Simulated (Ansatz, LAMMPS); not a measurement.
# Elastic response of amorphous 64SiO2-25Y2O3-11Al2O3 (mol %) (164 atoms), part 2 of 2

Aim: relax amorphous 64SiO2-25Y2O3-11Al2O3 (mol %) (164 atoms), then change its volume to read the bulk modulus from the stress.

Ansatz 0.2.0; Kohn-Sham DFT, PBE, PAW (set soft_1), plane waves.

The cell: 28 Si, 22 Y, 10 Al and 104 O. The quench rate of 300 K/ps is many orders above laboratory rates. The network of bonds at the start is that of the classical potential that made the cell. The Brillouin zone is sampled at Γ only.

So far. Step 2 (Single point at the start): The r.m.s. force at the start is 0.72 eV/Å. Step 3 (Cell and atoms relaxed): The relaxation converged after 17 steps, with a largest force component of 0.024 eV/Å.

## (4) Single point at the relaxed geometry

The electronic structure is read at the final geometry, in a run of its own.

Input file input.yaml:

```yaml
crystal:
  lattice:
    - [12.89214, -0.07056, -0.22692]
    - [-0.07056, 13.09082, -0.01197]
    - [-0.22692, -0.01197, 13.31164]
  atoms:
    - { symbol: Si, position: [0.47864, 0.7139, 0.30914] }
    - { symbol: Si, position: [0.35384, 0.51487, 0.25293] }
    - { symbol: Si, position: [0.56698, 0.28625, 0.83759] }
    - { symbol: Si, position: [0.52941, 0.5762, 0.48643] }
    - { symbol: Si, position: [0.30363, 0.54322, 0.02061] }
    - { symbol: Si, position: [0.00887, 0.90419, 0.44615] }
    [... 152 atom lines left out ...]
    - { symbol: O, position: [0.42003, 0.72892, 0.75591] }
    - { symbol: O, position: [0.82052, 0.21603, 0.91753] }
    - { symbol: O, position: [0.35161, 0.5002, 0.13069] }
    - { symbol: O, position: [0.20549, 0.33564, 0.14946] }
    - { symbol: O, position: [0.85724, 0.85044, 0.13524] }
    - { symbol: O, position: [0.36029, 0.11822, 0.47173] }
kpoints:
  mp_grid: { grid: [1, 1, 1] }
hamiltonian:
  xc: pbe
  pseudopotentials: { kind: paw, azcp: { folder: soft_1 } }
scf:
  occupations: { method: fixed }
output:
  forces: true
  stress: true
  populations: true
  dos:
    method: { smearing: { sigma: 0.08 } }
    de: 0.1
    projected: { site_lists: { Al: [Al], O: [O], Si: [Si], "Y": ["Y"] } }
  eigenvalues: true
  write_density: true
  write_potential: true
  volumetric_format: npy
```

The run is started by

```
ansatz run input.yaml --threads 4 --pin off --max-ram 8192MiB --backend cpu --events-out ev --progress --plain --runs-dir out
```

Numbers of over 12 decimals in the logs are rounded to 6 here.

Output:

```text
[...]
Crystal: 164 atoms, lattice volume = 2245.845 Å³
Basis set: ecut = 420 eV, 43911 PW (Γ), exchange–correlation on 180×180×180 points (8 copies of the dense FFT grid, shifted against one another)
Bands: 668, of which v1, the nominal top of the filled ones, is band 504 counted from 1 (503 counted from 0)
Symmetry: 1 space group operations
[...]
k-points: 1
[...]
SCF iter   1: F=—  HF=-167166.646300 eV  |F-HF|=—  |Δ(HF+E_count)|=         —  Δρ=8.70e-2  dr2=2.36e2  ethr=3.10e-3  ⟨swp⟩=5.0  Hψ=2210  notcnv=0  defer=161
[...]
SCF iter  14: F=-167098.119207 eV  HF=-167098.119207 eV  |F-HF|=1.87e-8  |Δ(HF+E_count)|=   9.37e-8  Δρ=1.12e-6  dr2=3.49e-8  ethr=9.92e-12  ⟨swp⟩=22.0  Hψ=6253  notcnv=0
SCF 1 converged in 14 iterations: F = -167098.119207 eV  dr2 = 3.49e-8
[...]
WARN: The input density's exchange-correlation potential varies sharply where the density is thin. Do not read a vacuum level from v_tot or v_xc, or from such a field of the output density. On a cell that repeats whose density bears no net charge and no dipole along the vacuum's axis use v_es (v_loc + v_h of the components); [...]
SCF converged after 14 iterations
Free energy (F): -167098.119207 eV
[...]
Internal energy: -167098.119207 eV  (E = F + TS)
E sigma→0 (E₀):  -167098.119207 eV
Fermi energy:    5.302455 eV
[...]
--- Forces (eV/Å), atoms counted from 1 ---
  atom   1  Si    -0.00377680     0.00632740     0.00447351
  atom   2  Si    -0.00124455     0.00481854     0.01713112
  atom   3  Si     0.00095235     0.00526233     0.01445693
  atom   4  Si     0.00311571    -0.00067465    -0.01232757
  atom   5  Si     0.00680843    -0.00365210     0.00567868
  atom   6  Si     0.00503656    -0.00621685     0.00272636
  atom   7  Si     0.01081810     0.00226134     0.01398958
  atom   8  Si     0.00366879     0.01257503     0.00166829
  atom   9  Si    -0.00102609    -0.00564951    -0.00023043
  atom  10  Si     0.00654807     0.00840701     0.01014344
  atom  11  Si     0.00640972    -0.00196425     0.00584742
  atom  12  Si    -0.00107500    -0.00839224     0.00944006
  atom  13  Si     0.01473067     0.00318404     0.00591182
  atom  14  Si     0.00683306     0.00110815     0.01341729
[...]
atom 163  O      0.00367912    -0.00253265     0.00697743
  atom 164  O      0.00245558    -0.00215560     0.00625358
  max |Σ_I F_I| component: 4.99e-5 eV/Å
--- Stress (GPa, compression-positive) ---
        0.010270       0.004065      -0.003581
        0.004068       0.015740       0.000907
       -0.003579       0.000907       0.014075
  P = ⅓ Tr σ = 0.0134 GPa (0.134 kbar)
--- Band table (eV) ---
[...]
--- Löwdin populations: 164 sites ---
  site symbol       q [e]
     0     Si      2.3407
     1     Si      2.3380
     2     Si      2.3694
[...]
163      O      6.7598
  spilling = 0.008719 (of n_electrons = 1008.000000)
```

Elapsed: 64 s, on 4 threads of Intel Xeon Platinum 8488C (Sapphire Rapids), shared host; peak memory 3.9 GiB; 3.9 min of CPU time.

The program notes that the exchange-correlation potential is rough where the density is thin.

Read from the output:

| Quantity | Value |
| --- | --- |
| free energy | -167098.1192 eV |
| free energy per atom | -1018.8910 eV/atom |
| SCF cycles | 14 |
| pressure | 0.01336 GPa |
| r.m.s. force component | 0.00638 eV/Å |
| longest force | 0.03371 eV/Å |
| Fermi energy | 5.302 eV |
| gap (highest filled to lowest empty level) | 3.711 eV |
| spilling of the projection | 0.008719 |

Löwdin charges by element and coordination (they lack the spilled electrons, 0.054 e an atom on average):

```csv
element,coordination,atoms,mean charge (e),spread,least,most
Al,all,10,1.29,0.0549,1.23,1.42
Al,4,8,1.30,0.057,1.23,1.42
Al,5,2,1.25,0.0017,1.25,1.25
O,all,104,-0.754,0.0322,-0.843,-0.657
O,2,28,-0.759,0.0256,-0.815,-0.724
O,3,65,-0.754,0.033,-0.843,-0.657
O,4,11,-0.742,0.0385,-0.804,-0.671
Si,all,28,1.63,0.0272,1.58,1.69
Si,4,26,1.63,0.0263,1.58,1.69
Si,5,2,1.60,0.011,1.58,1.61
Y,all,22,1.30,0.059,1.21,1.42
Y,5,4,1.32,0.0507,1.26,1.39
Y,6,8,1.29,0.0508,1.21,1.37
Y,7,9,1.31,0.0651,1.21,1.42
Y,8,1,1.24,0,1.24,1.24
```

States in the cell by windows of 1 eV, zero at the Fermi level; the larger projections on atomic orbitals stand beside the total:

```
from (eV)  to (eV)  total    O p   Y d  Si p
      -10       -9    5.3    3.3   0.0   0.2
       -9       -8   11.1    7.1   0.1   0.7
       -8       -7   18.8   12.6   0.2   1.4
       -7       -6   30.9   21.9   0.5   3.1
       -6       -5   46.6   34.4   1.5   5.3
       -5       -4   77.1   59.4   3.3   7.1
       -4       -3   97.1   81.2   4.7   3.9
       -3       -2  129.3  114.3   6.8   2.1
       -2       -1  137.2  124.8   6.6   1.3
       -1        0   69.1   64.8   2.0   0.5
        0        1    1.4    1.3   0.1   0.0
        1        3    0.0    0.0   0.0   0.0
        3        4    2.0    0.1   0.7   0.0
        4        5   20.3    1.7  13.7   0.4
```

The curve was stored every 0.10 eV, coarse against its broadening of 0.08 eV, so these counts are rough.

With fixed occupations the program's Fermi level is the highest filled level; weight inside the gap is the broadening of levels at its edges.

Between -26 and -10 eV lie 340 more states.

About 45 of the 1008 electrons lie in deeper levels, below the stored range.

The levels nearest the highest filled one (over half full), pooled over k-points and spins:

| level less the highest filled one (eV) | occupation |
| --- | --- |
| -0.311 | 2 |
| -0.304 | 2 |
| -0.246 | 2 |
| -0.205 | 2 |
| -0.0969 | 2 |
| 0 | 2 |
| 3.71 | 0 |
| 4.11 | 0 |
| 4.36 | 0 |
| 4.47 | 0 |
| 4.52 | 0 |
| 4.74 | 0 |

Electrostatic potential energy in the bc plane at fractional x = 0.009, with atoms of Si and Y and Al and O within 0.2 Å of it. With pseudopotentials it is smooth inside the atoms' cores, unlike the true potential.

Ten even steps from '0' (-30 eV) to '9' (12 eV), each cell a mean:
```
9988889999999988888899999960017999999
9999999999999999999888899984357677889
9999999999999999999888899999863125789
9999999999999888986579999998752014789
9988777899887555650038999999876557899
9874112578875698565479999999988888999
8750000168886577578999999889998998999
8851000278988766789998995113888899999
9876445678998862379998984002787889999
9998887201664453489999998768988899999
9999998301312116899999999999999999999
9999999987513216899999999999999865578
9999999999854358999999999999998512127
7899999999997437888999999999998404216
2589999999999778777788899999975553463
6787889999999988644675589999975688997
8765578999999998766788999999999999999
8765578999999854588999999999999999999
9887889999999600179999998888899999999
9999999999999843589999987534689999999
9778999999999876678999985200478999999
9777788987898731137888987423688999999
9876568720178620026876799878899999999
9876678731278864467898999985469999999
```
Columns run along b (13.1 Å; values clipped at the 3rd and 97th percentile), rows up along c (13.3 Å). Atoms in or near the plane, at fractional coordinates: Si at (0.90, 0.45), Si at (0.34, 0.53), Y at (0.14, 0.71), Al at (0.39, 0.75), O at (0.41, 0.22), O at (0.70, 0.65), O at (0.76, 0.97), O at (0.25, 0.04), O at (0.22, 0.58).

Valence density in the bc plane at fractional x = 0.009, with atoms of Si and Y and Al and O within 0.2 Å of it. It is the smooth field of the valence electrons, not physical close to the nuclei.

Ten steps, logarithmic in the rise over the least value, from '0' (0.0 e/Å³) to '9' (7.0 e/Å³), each cell a mean:
```
0011111234421122211122111369985310000
0011110011100111111111101247765431000
0122211000000001112221100123345664200
0112211112322111246653100001246664210
0012222234543212468974200000124444310
0125676434443211356763100111012345421
0147888632222112233321113443212344421
0136887632111345432111136897421222210
0013455554322467753100147997531110000
0000135898643467752100124554321111000
0000025898643344321000001111112222211
1000012455433333210000000000012343322
2110000111234554210000000000012333333
5431000000135775321112211001234432345
7642100000124554333345542111356643457
6543211100011223344456653112466642245
3344443211001233344334432101233321112
1234444321012467642111111000000000000
1122333210013699853100000111100000000
2333211100012578742100012455320000001
4554211111111244432122224676521000012
4554322355532356653345433555320000012
2334433589863367764456532233321000001
0123333579853245542344422246764200000
```
Columns run along b (13.1 Å), rows up along c (13.3 Å). Atoms in or near the plane, at fractional coordinates: Si at (0.90, 0.45), Si at (0.34, 0.53), Y at (0.14, 0.71), Al at (0.39, 0.75), O at (0.41, 0.22), O at (0.70, 0.65), O at (0.76, 0.97), O at (0.25, 0.04), O at (0.22, 0.58).

The highest filled and lowest empty levels differ by 3.71 eV (at Γ alone); a semilocal functional tends to put such gaps too low. In a disordered cell it changes from sample to sample, and tail or defect levels can set it. Mean Löwdin charges: Al +1.29, O -0.75, Si +1.63, Y +1.30 e (they miss 0.87 % of the electrons, so they add up to more than the cell's charge). The largest share in the top eV of filled states is O p (95 % of the projected weight), and in the lowest eV of empty states Y d (62 % of the projected weight).

## (5) Volume -3 %

The relaxed cell is scaled evenly and the atoms are relaxed again; the stress at the end gives one point of P(V).

input.yaml, the sections that differ from step 4:

```yaml
crystal:
  lattice:
    - [12.76191, -0.06985, -0.22463]
    - [-0.06985, 12.95858, -0.01185]
    - [-0.22463, -0.01185, 13.17717]
  atoms:
    [... the 164 atom lines of step 4 ...]
output:
  forces: true
  eigenvalues: true
  stress: true
relax:
  f_tol: 0.05
  max_steps: 70
# kpoints, hamiltonian, scf: as in step 4
```

Output:

```text
Warning: output.stress: scf.convergence.dr2_threshold = 1e-7 eV (the SCF's general default) is looser than the 1.08e-8 eV advised for a printed stress (1e-10 eV for each atom of the cell: 164, of which 108 are counted). What an SCF threshold leaves in a stress goes as its square root, and in the free energy as the threshold itself, and one threshold admits the most on a small cell: [...]
[...]
Crystal: 164 atoms, lattice volume = 2178.470 Å³
Basis set: ecut = 420 eV, 42551 PW (Γ), exchange–correlation on 180×180×180 points (8 copies of the dense FFT grid, shifted against one another)
Bands: 668, of which v1, the nominal top of the filled ones, is band 504 counted from 1 (503 counted from 0)
Symmetry: 1 space group operations
[...]
k-points: 1
[...]
SCF iter   1: F=—  HF=-167169.560635 eV  |F-HF|=—  |Δ(HF+E_count)|=         —  Δρ=9.11e-2  dr2=2.46e2  ethr=3.10e-3  ⟨swp⟩=5.0  Hψ=2214  notcnv=0  defer=161
[...]
SCF iter  10: F=-167097.060546 eV  HF=-167097.060538 eV  |F-HF|=8.46e-6  |Δ(HF+E_count)|=   9.17e-6  Δρ=4.50e-5  dr2=4.40e-5  ethr=6.20e-9  ⟨swp⟩=16.0  Hψ=4480  notcnv=0
SCF 1 converged in 10 iterations: F = -167097.060546 eV  dr2 = 4.40e-5
[...]
relax step   1: F+E_penalty+E_count = -167097.06054603 eV  Δ(F+E_penalty+E_count) = +0.000e0 eV  max|allowed force component| = 5.320e-1 eV/Å  Δτ_max = 0.0000 Å  (10 SCF iters, dr2 threshold 6.25e-5 eV, accepted)
[...]
relax step   2: F+E_penalty+E_count = -167097.40406679 eV  Δ(F+E_penalty+E_count) = -3.435e-1 eV  max|allowed force component| = 3.691e-1 eV/Å  Δτ_max = 0.0557 Å  (6 SCF iters, dr2 threshold 1.77e-5 eV, accepted)
[...]
relax step   3: F+E_penalty+E_count = -167097.55910357 eV  Δ(F+E_penalty+E_count) = -1.550e-1 eV  max|allowed force component| = 2.553e-1 eV/Å  Δτ_max = 0.0437 Å  (7 SCF iters, dr2 threshold 8.52e-6 eV, accepted)
relax step   4: F+E_penalty+E_count = -167097.50649464 eV  Δ(F+E_penalty+E_count) = +5.261e-2 eV  max|allowed force component| = 4.034e-1 eV/Å  Δτ_max = 0.2000 Å  (7 SCF iters, dr2 threshold 3.12e-5 eV, rejected (line search))
relax step   5: F+E_penalty+E_count = -167097.63408108 eV  Δ(F+E_penalty+E_count) = -7.498e-2 eV  max|allowed force component| = 7.709e-2 eV/Å  Δτ_max = 0.1000 Å  (10 SCF iters, accepted)
relax step   6: F+E_penalty+E_count = -167097.65340575 eV  Δ(F+E_penalty+E_count) = -1.932e-2 eV  max|allowed force component| = 6.611e-2 eV/Å  Δτ_max = 0.1000 Å  (9 SCF iters, accepted)
relax step   7: F+E_penalty+E_count = -167097.65672509 eV  Δ(F+E_penalty+E_count) = -3.319e-3 eV  max|allowed force component| = 7.831e-2 eV/Å  Δτ_max = 0.0346 Å  (8 SCF iters, accepted)
relax step   8: F+E_penalty+E_count = -167097.65686207 eV  Δ(F+E_penalty+E_count) = -1.370e-4 eV  max|allowed force component| = 6.506e-2 eV/Å  Δτ_max = 0.0635 Å  (7 SCF iters, dr2 threshold 4.51e-6 eV, accepted)
relax step   9: F+E_penalty+E_count = -167097.66098030 eV  Δ(F+E_penalty+E_count) = -4.118e-3 eV  max|allowed force component| = 3.970e-2 eV/Å  Δτ_max = 0.0324 Å  (6 SCF iters, dr2 threshold 2.92e-6 eV, accepted)
[...]
relax step  10: F+E_penalty+E_count = -167097.66098078 eV  Δ(F+E_penalty+E_count) = -4.771e-7 eV  max|allowed force component| = 3.951e-2 eV/Å  Δτ_max = 0.0000 Å  (4 SCF iters, accepted)
SCF converged after 4 iterations
Free energy (F): -167097.660981 eV
[...]
Internal energy: -167097.660981 eV  (E = F + TS)
E sigma→0 (E₀):  -167097.660981 eV
Fermi energy:    5.726079 eV
[...]
--- Forces (eV/Å), atoms counted from 1 ---
  atom   1  Si    -0.00293654     0.00506513    -0.02083364
  atom   2  Si     0.01305957    -0.00535214     0.00047614
  atom   3  Si     0.00567351    -0.00096453    -0.01804309
  atom   4  Si    -0.00367716     0.01184188     0.00842328
  atom   5  Si     0.02726103     0.00651577     0.00863286
  atom   6  Si     0.01645801     0.01839792    -0.01559370
  atom   7  Si     0.00788859     0.00620123     0.00619269
  atom   8  Si     0.00137996     0.01073391     0.00144735
  atom   9  Si    -0.01143047     0.00200365     0.00123231
  atom  10  Si    -0.01703871     0.02834103    -0.00577182
  atom  11  Si    -0.00698136     0.00002052     0.00719278
  atom  12  Si     0.01403452    -0.01790327     0.01890509
  atom  13  Si    -0.00736037    -0.00807388     0.01156288
  atom  14  Si     0.01584198     0.01671038    -0.01644110
[...]
atom 163  O      0.00081852    -0.00709941     0.00485561
  atom 164  O     -0.01300179    -0.00244852    -0.01213388
  max |Σ_I F_I| component: 8.29e-5 eV/Å
--- Stress (GPa, compression-positive) ---
        2.136307      -0.063778      -0.188206
       -0.063775       2.212122       0.078684
       -0.188203       0.078683       2.322945
  P = ⅓ Tr σ = 2.2238 GPa (22.238 kbar)
--- Band table (eV) ---
[...]
--- Relaxed structure (10 steps of the walk, 9 accepted, 0 SCFs on fresh bases) ---
  F+E_penalty+E_count = -167097.66098078 eV   max|allowed force component| = 3.951e-2 eV/Å
  atoms:
    - { symbol: Si, position: [0.478205, 0.715054, 0.308599] }
    - { symbol: Si, position: [0.352732, 0.515187, 0.252099] }
    - { symbol: Si, position: [0.567242, 0.287264, 0.840083] }
    - { symbol: Si, position: [0.528955, 0.576135, 0.485869] }
[...]
- { symbol: O, position: [0.359216, 0.116511, 0.477172] }
```

Wall time 5.6 min (4 threads); peak memory 3.9 GiB; 21 min of CPU time.

The program notes that the SCF threshold is loose for the stress.

The relaxation converged after 10 steps, 0.600 eV below its start, with a largest force component of 0.040 eV/Å.

Volume -3 %: the energy stands 0.458 eV above that of the reference, at a pressure of 2.22 GPa.

## (6) Volume +3 %

The relaxed cell is scaled to another volume.

Input and log are left out; they have the form of those shown for this kind of step.

Wall time 5.2 min (4 threads of Intel Xeon Platinum 8488C (Sapphire Rapids), shared host); peak memory 4.1 GiB; 20 min of CPU time.

The relaxation converged after 8 steps, 0.504 eV below its start, with a largest force component of 0.024 eV/Å.

Volume +3 %: the energy stands 0.436 eV above that of the reference, at a pressure of -2.02 GPa.

## (7) Volume -6 %

The relaxed cell is scaled to another volume.

Input and log are left out; they have the form of those shown for this kind of step.

Wall time 8.8 min (4 threads of Intel Xeon Platinum 8488C (Sapphire Rapids), shared host); peak memory 3.8 GiB.

The relaxation converged after 16 steps, 2.52 eV below its start, with a largest force component of 0.041 eV/Å.

Volume -6 %: the energy stands 1.91 eV above that of the reference, at a pressure of 4.64 GPa.

## (8) Volume +6 %

The relaxed cell is scaled to another volume.

Input and log are left out; they have the form of those shown for this kind of step.

It took 6.2 min on 4 threads of Intel Xeon Platinum 8488C (Sapphire Rapids), shared host; peak memory 4.2 GiB.

The relaxation converged after 10 steps, 1.93 eV below its start, with a largest force component of 0.047 eV/Å.

Volume +6 %: the energy stands 1.66 eV above that of the reference, at a pressure of -3.71 GPa.

## (9) Volume -10 %

The relaxed cell is scaled to another volume.

Input and log are left out; they have the form of those shown for this kind of step.

It took 7.6 min on 4 threads of Intel Xeon Platinum 8488C (Sapphire Rapids), shared host; peak memory 3.7 GiB; 29 min of CPU time.

The relaxation was stopped at its limit after 11 steps, 7.59 eV below its start, with a largest force component of 0.071 eV/Å.

Volume -10 %: the energy stands 5.65 eV above that of the reference.

## (10) Pressure against volume

Atoms are relaxed at each volume, in the scaled cell.

| volume change (%) | volume (Å³/atom) | energy change (meV/atom) | pressure (GPa) | largest move on relaxing (Å) | bonds | gap (eV) |
| --- | --- | --- | --- | --- | --- | --- |
| -6 | 12.873 | 11.65 | 4.64 | 0.49 | 301 | 3.81 |
| -3 | 13.283 | 2.79 | 2.22 | 0.27 | 298 | 3.69 |
| +0 | 13.694 | 0.00 | 0.01 | - | 295 | 3.71 |
| +3 | 14.105 | 2.66 | -2.02 | 0.16 | 292 | 3.67 |
| +6 | 14.516 | 10.12 | -3.71 | 0.30 | 289 | 3.60 |

## (11) What came out

The bulk modulus, from the slope of pressure against ln V over the three points nearest the relaxed volume, is 70.7 GPa; a quadratic over all points gives a pressure derivative of about 2.7. The count of bonds runs from 289 to 301 over the series, so at some points contacts cross the cutoffs. The gap goes from 3.81 eV at the smallest volume to 3.60 eV at the largest, -1.5 eV per unit of ln V by a straight line, not monotonically (lowest 3.60, highest 3.81 eV), on the run's k-points.

Caveats: Strains are finite and relaxations stop at the force tolerance of the input, which can leave moduli too stiff; they are those of a static cell at zero temperature. Volumes are changed with the cell's shape held, so in an anisotropic solid the modulus lies over the one under free hydrostatic load. The program notes that the SCF threshold of the relaxations is loose for the stress.

The DFT runs together took 44 min of wall time.

[Logs are printed without paths, hosts, clocks, repeated set-up lines and the standing remarks that a program may print on its own settings, such as how far it seeks lower states.]

[Hosts, paths, dates, database ids (printed as entryN), source tags and the programs' standing remarks are cut or masked in the printed files.]
